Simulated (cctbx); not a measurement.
# Ga2P6C3: precision against data quality

Space group R-3c (no. 167), a = 6.2260 Å, b = 6.2260 Å, c = 32.3650 Å, α = 90.00°, β = 90.00°, γ = 120.00°.

```
atom  mult.       x       y       z  Ueq (Å²)
 Ga1     12     2/3     1/3  0.1694    0.0038
  P1     36  0.3447  0.2930  0.2048    0.0043
  C1     18  0.0114  0.3448  0.4167    0.0059
```

This is a model crystal, built by substitution and not relaxed, with assumed displacement parameters.

Five simulated data sets (cctbx; Mo Kα, λ = 0.71073 Å; 4 % proportional error) differ in resolution or exposure (noise floor 2 counts in the first three, 8 in the last two). Each is refined with the right model, isotropic at 1.1 Å and anisotropic otherwise. How do the figures of merit and the uncertainties move?

| d min (Å) | top counts | ⟨I/σ⟩ (unmerged, absences included) | unique | param. (scale apart) | Rint | R1 | GooF | largest s.u. xyz (fractional) | s.u. U of C1 (Å²) | largest error (Å) |
| --- | --- | --- | --- | --- | --- | --- | --- | --- | --- | --- |
| 1.1 | 20000 | 4.5 | 94 | 8 | 0.032 | 0.0110 | 0.90 | 0.00051 | 0.0009 | 0.0010 |
| 0.84 | 20000 | 4.2 | 216 | 17 | 0.033 | 0.0103 | 0.85 | 0.00029 | 0.0007 | 0.0025 |
| 0.6 | 20000 | 3.8 | 587 | 17 | 0.038 | 0.0131 | 0.93 | 0.00017 | 0.0003 | 0.0004 |
| 0.75 | 300 | 0.4 | 301 | 17 | 0.361 | 0.0840 | 0.92 | 0.00493 | 0.0080 | 0.0119 |
| 0.75 | 3000 | 1.9 | 301 | 17 | 0.072 | 0.0252 | 0.92 | 0.00085 | 0.0015 | 0.0035 |

The number of reflections grows roughly as 1/d³: 94, 216 and 587 here. R1 follows the noise rather than the truth: at 300 counts it is 0.0840, at 3000 counts 0.0252, while GooF is 0.92 and 0.92: the weights 1/σ² carry the noise. The s.u. of U (U11 where anisotropic) for C1 goes 0.0009, 0.0007, 0.0003 Å² with resolution and 0.0080, 0.0015 Å² with exposure.

Hardware for the 0.6 Å refinement: 0.51 s on 1 thread of Arm Neoverse V2, on a shared host, peak memory 0.09 GiB.

[Logs are printed without paths, hosts, clocks, repeated set-up lines and the standing remarks that a program may print on its own settings, such as how far it seeks lower states.]
